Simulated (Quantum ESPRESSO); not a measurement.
# FeO (Wuestite): which magnetic order is lowest

A self-consistent run ends on one state, which hangs on the start. Several orders of FeO (Wuestite) are started in Quantum ESPRESSO and their energies compared.

Calculated with Quantum ESPRESSO 7.5; PBEsol with U = 4.5 eV on Fe d (ortho-atomic projectors); plane waves with GBRV 1.5 PBEsol potentials, no spin-orbit coupling.

The database entry behind the starting cell differs from later determinations by our own check (inexact against later determinations), so it need not match the best structure at ambient conditions.

## (1) The starting structure

The structure is cubic, space group Fm-3m (No. 225). The conventional cell has a = 4.311 Å, b = 4.311 Å, c = 4.311 Å, α = 90.00°, β = 90.00°, γ = 90.00°. Fe has 6 O at 2.16 Å nearest. Nearest to O lie 6 Fe at 2.16 Å. Farther neighbours and most contacts between anions are not listed.

The cell comes from the Crystallography Open Database.

## (2) Run 1, typed as ferro +

The signs are those of the starting moments on the seeded atoms, the atoms that are given a moment.

pw.in

```
&CONTROL
  calculation = 'scf'
  prefix = 'pwscf'
  outdir = './tmp'
  pseudo_dir = './pseudo'
  disk_io = 'nowf'
/
&SYSTEM
  ibrav = 0
  nat = 2
  ntyp = 2
  ecutwfc = 40
  ecutrho = 280
  nbnd = 20
  occupations = 'smearing'
  smearing = 'fd'
  degauss = 0.00367493
  nspin = 2
  starting_magnetization(1) = 0.25
  starting_magnetization(2) = 0
/
&ELECTRONS
  conv_thr = 4d-09
  electron_maxstep = 150
  mixing_beta = 0.3
/
ATOMIC_SPECIES
Fe     55.8450 fe_pbesol_v1.5.uspp.F.UPF
O      15.9990 o_pbesol_v1.2.uspp.F.UPF
CELL_PARAMETERS angstrom
   0.0000000000    2.1554000000    2.1554000000
   2.1554000000    0.0000000000    2.1554000000
   2.1554000000    2.1554000000    0.0000000000
ATOMIC_POSITIONS crystal
Fe      0.0000000000    0.0000000000    0.0000000000
O       0.5000000000    0.5000000000    0.5000000000
K_POINTS automatic
8 8 8 0 0 0
HUBBARD {ortho-atomic}
U Fe-3d 4.5000
```

On the command line:

```console
$ OMP_NUM_THREADS=1 mpirun -n 4 pw.x -nk 4 -in pw.in > pw.out
```

The log of the run:

```text
Program PWSCF v.7.5 starts

     Message from routine setup:
     using ibrav=0 with symmetry is DISCOURAGED, use correct ibrav instead

     K-points division:     npool     =       4
     Subspace diagonalization in iterative solution of the eigenvalue problem:

     G-vector sticks info
     --------------------
     sticks:   dense  smooth     PW     G-vecs:    dense   smooth      PW
     Sum         649     367    121                10777     4645     893

     Using Slab Decomposition

     bravais-lattice index     =            0
     lattice parameter (alat)  =       5.7603  a.u.
     unit-cell volume          =     135.1482 (a.u.)^3
     number of atoms/cell      =            2
     number of atomic types    =            2
     number of electrons       =        22.00
     number of Kohn-Sham states=           20
     kinetic-energy cutoff     =      40.0000  Ry
     charge density cutoff     =     280.0000  Ry
     scf convergence threshold =      4.0E-09
     mixing beta               =       0.3000
     number of iterations used =            8  plain     mixing
     Exchange-correlation= SLA  PW   PSX  PSC
                           (   1   4  10   8   0   0   0)
     Hubbard projectors: ortho-atomic
     Hubbard parameters of DFT+U (Dudarev formulation) in eV:
     U(Fe-3d) =  4.5000

     Internal variables: lda_plus_u =T, lda_plus_u_kind = 0

     Internal variables: orbital_resolved =F, hub_pot_fix =F, apply_U = F

     celldm(1)=   5.760255  celldm(2)=   0.000000  celldm(3)=   0.000000
     celldm(4)=   0.000000  celldm(5)=   0.000000  celldm(6)=   0.000000

     crystal axes: (cart. coord. in units of alat)
               a(1) = (   0.000000   0.707107   0.707107 )
               a(2) = (   0.707107   0.000000   0.707107 )
               a(3) = (   0.707107   0.707107   0.000000 )

     reciprocal axes: (cart. coord. in units 2 pi/alat)
               b(1) = ( -0.707107  0.707107  0.707107 )
               b(2) = (  0.707107 -0.707107  0.707107 )
               b(3) = (  0.707107  0.707107 -0.707107 )

     PseudoPot. # 1 for Fe read from file:
     fe_pbesol_v1.5.uspp.F.UPF
     Pseudo is Ultrasoft + core correction, Zval = 16.0
     Generated by new atomic code, or converted to UPF format
     Using radial grid of  861 points,  6 beta functions with:
                l(1) =   0
                l(2) =   0
                l(3) =   1
                l(4) =   1
                l(5) =   2
                l(6) =   2
     Q(r) pseudized with  8 coefficients,  rinner =    1.000   1.000   1.000
                                                       1.000   1.000

     PseudoPot. # 2 for O  read from file:
     o_pbesol_v1.2.uspp.F.UPF
     Pseudo is Ultrasoft + core correction, Zval =  6.0
     Generated by new atomic code, or converted to UPF format
     Using radial grid of  737 points,  5 beta functions with:
                l(1) =   0
                l(2) =   0
                l(3) =   1
                l(4) =   1
                l(5) =   2
     Q(r) pseudized with  8 coefficients,  rinner =    0.900   0.900   0.900
                                                       0.900   0.900

     atomic species   valence    mass     pseudopotential
     Fe               16.00    55.84500     Fe( 1.00)
     O                 6.00    15.99900     O ( 1.00)

     Starting magnetic structure
     atomic species   magnetization
     Fe              0.250
     O               0.000

     48 Sym. Ops., with inversion, found

   Cartesian axes

     site n.     atom                  positions (alat units)
         1        Fe     tau(   1) = (   0.0000000   0.0000000   0.0000000  )
         2        O      tau(   2) = (   0.7071068   0.7071068   0.7071068  )

     number of k points=    29  Fermi-Dirac smearing, width (Ry)=  0.0037
                       cart. coord. in units 2pi/alat
        k(    1) = (   0.0000000   0.0000000   0.0000000), wk =   0.0019531
        k(    2) = (   0.0883883   0.0883883  -0.0883883), wk =   0.0156250
        k(    3) = (   0.1767767   0.1767767  -0.1767767), wk =   0.0156250
        k(    4) = (   0.2651650   0.2651650  -0.2651650), wk =   0.0156250
        k(    5) = (  -0.3535534  -0.3535534   0.3535534), wk =   0.0078125
        [... 24 further k-points ...]

     Dense  grid:    10777 G-vectors     FFT dimensions: (  32,  32,  32)

     Smooth grid:     4645 G-vectors     FFT dimensions: (  24,  24,  24)

     Check: negative core charge=   -0.000047
     Generating pointlists ...
     new r_m :   0.2917 (alat units)  1.6802 (a.u.) for type    1
     new r_m :   0.2917 (alat units)  1.6802 (a.u.) for type    2

     Initial potential from superposition of free atoms

     starting charge      21.0000, renormalised to      22.0000

     STARTING HUBBARD OCCUPATIONS:

     =================== HUBBARD OCCUPATIONS ===================
     ------------------------ ATOM    1 ------------------------
     Tr[ns(  1)] (up, down, total) =   5.00000  0.00000  5.00000
     Atomic magnetic moment for atom   1 =   5.00000
     [... lines left out ...]
     Number of occupied Hubbard levels =    5.0000

     Atomic wfc used for Hubbard projectors are orthogonalized

     Starting wfcs are   17 randomized atomic wfcs +    3 random wfcs

     Self-consistent Calculation

     iteration #  1     ecut=    40.00 Ry     beta= 0.30
     Davidson diagonalization with overlap
     ethr =  1.00E-02,  avg # of iterations =  5.2

     =================== HUBBARD OCCUPATIONS ===================
     ------------------------ ATOM    1 ------------------------
     Tr[ns(  1)] (up, down, total) =   4.86257  0.64441  5.50698
     Atomic magnetic moment for atom   1 =   4.21816
     [... lines left out ...]
     Number of occupied Hubbard levels =    5.5070

     total energy              =    -282.02183178 Ry
     estimated scf accuracy    <       0.81964134 Ry

     total magnetization       =     4.37 Bohr mag/cell
     absolute magnetization    =     4.38 Bohr mag/cell

     iteration #  2     ecut=    40.00 Ry     beta= 0.30
     Davidson diagonalization with overlap
     ethr =  3.73E-03,  avg # of iterations =  1.8

     total energy              =    -282.23077810 Ry
     estimated scf accuracy    <       0.11001056 Ry

     total magnetization       =     4.00 Bohr mag/cell
     absolute magnetization    =     4.01 Bohr mag/cell

     iteration #  3     ecut=    40.00 Ry     beta= 0.30
     Davidson diagonalization with overlap
     ethr =  5.00E-04,  avg # of iterations =  1.4

     total energy              =    -282.24944980 Ry
     estimated scf accuracy    <       0.01502843 Ry

     total magnetization       =     4.03 Bohr mag/cell
     absolute magnetization    =     4.04 Bohr mag/cell

     [... further iterations left out ...]

     iteration #  8     ecut=    40.00 Ry     beta= 0.30
     Davidson diagonalization with overlap
     ethr =  8.53E-09,  avg # of iterations =  2.0

     total energy              =    -282.25469045 Ry
     estimated scf accuracy    <       0.00000049 Ry

     total magnetization       =     4.00 Bohr mag/cell
     absolute magnetization    =     4.04 Bohr mag/cell

     iteration #  9     ecut=    40.00 Ry     beta= 0.30
     Davidson diagonalization with overlap
     ethr =  2.22E-09,  avg # of iterations =  1.9

     total energy              =    -282.25469070 Ry
     estimated scf accuracy    <       0.00000002 Ry

     total magnetization       =     4.00 Bohr mag/cell
     absolute magnetization    =     4.04 Bohr mag/cell

     iteration # 10     ecut=    40.00 Ry     beta= 0.30
     Davidson diagonalization with overlap
     ethr =  8.42E-11,  avg # of iterations =  2.0

     total energy              =    -282.25469078 Ry
     estimated scf accuracy    <       0.00000001 Ry

     total magnetization       =     4.00 Bohr mag/cell
     absolute magnetization    =     4.04 Bohr mag/cell

     iteration # 11     ecut=    40.00 Ry     beta= 0.30
     Davidson diagonalization with overlap
     ethr =  4.68E-11,  avg # of iterations =  1.3

     Magnetic moment per site  (integrated on atomic sphere of radius R)
     atom   1 (R=0.292)  charge= 13.5038  magn=  3.5836
     atom   2 (R=0.292)  charge=  5.8410  magn=  0.2287

     End of self-consistent calculation

     =================== HUBBARD OCCUPATIONS ===================
     ------------------------ ATOM    1 ------------------------
     Tr[ns(  1)] (up, down, total) =   4.95323  1.17446  6.12769
     Atomic magnetic moment for atom   1 =   3.77876
     [... lines left out ...]
     Number of occupied Hubbard levels =    6.1277

     [... lines left out ...]
     the Fermi energy is    15.0041 ev

!    total energy              =    -282.25469085 Ry
     estimated scf accuracy    <          6.0E-11 Ry
     smearing contrib. (-TS)   =      -0.00086682 Ry
     internal energy E=F+TS    =    -282.25382403 Ry

     The total energy is F=E-TS. E is the sum of the following terms:
     one-electron contribution =    -136.36574845 Ry
     hartree contribution      =      80.23339100 Ry
     xc contribution           =     -36.23922878 Ry
     ewald contribution        =    -190.02755602 Ry
     Hubbard energy            =       0.14531821 Ry

     total magnetization       =     4.00 Bohr mag/cell
     absolute magnetization    =     4.04 Bohr mag/cell

     convergence has been achieved in  11 iterations

=------------------------------------------------------------------------------=
   JOB DONE.
=------------------------------------------------------------------------------=
```

Wall time 3.6 s (4 MPI ranks of Arm Neoverse V2, shared host); peak memory 0.25 GiB; 14 s of CPU time.

Spin moment in the atom's sphere by atom:

```csv
atom,spin moment in the atom's sphere (μB)
Fe1,3.58
O2,0.23
```

This step gave:

* smearing term TS: 0.01179 eV
* magnetization: 4.004 μB
* absolute magnetization: 4.043 μB
* final state: ferromagnetic

Spin density in the ac plane of the conventional cell at fractional y = 0.000, with atoms of Fe and O within 0.2 Å of it.

Ten even steps from '_' (0.0 e/Å³) to '@' (7.9 e/Å³), each cell a mean:
```
##--____________________..++
::________________________..
____________________________
____________________________
______________..____________
____________--==::__________
__________::##@@==..________
__________..++##--__________
____________..::____________
____________________________
____________________________
..__________________________
==::______________________--
@@==..__________________::##
```
Columns run along a (4.3 Å), rows up along c (4.3 Å), edges of the conventional cell, whose origin can differ from the input's. Atoms in or near the plane, at fractional coordinates: Fe at (0.00, 0.00), Fe at (0.50, 0.50), O at (0.50, 0.00), O at (0.00, 0.50).

Valence density in the ac plane of the conventional cell at fractional y = 0.000, with atoms of Fe and O within 0.2 Å of it. It is the smooth field of the valence electrons, not physical close to the nuclei.

Ten even steps from '_' (0 e/Å³) to '@' (22 e/Å³), each cell a mean:
```
@@==________::::..______..##
::..__________..__________..
____________________________
____________________________
______________..____________
....______..==**::________..
--..______::@@@@**..____..::
::..______..##@@==________::
..__________..::..__________
____________________________
____________________________
..__________________________
**::________......______..==
@@**..____..::--..______::@@
```
Columns run along a (4.3 Å), rows up along c (4.3 Å), edges of the conventional cell, whose origin can differ from the input's. Atoms in or near the plane, at fractional coordinates: Fe at (0.00, 0.00), Fe at (0.50, 0.50), O at (0.50, 0.00), O at (0.00, 0.50).

(Continued in part 2 of 2.)

[Logs and program files are shortened in this print: banners, set-up blocks, solver, clock and traceback lines can be left out without a mark of their own.]

[Logs are printed without paths, hosts, clocks, repeated set-up lines and the standing remarks that a program may print on its own settings, such as how far it seeks lower states.]

[Hosts, paths, dates, database ids (printed as entryN), source tags and the programs' standing remarks are cut or masked in the printed files.]

[Where a cell is said to come from a database of computed structures, the database is the Materials Project.]
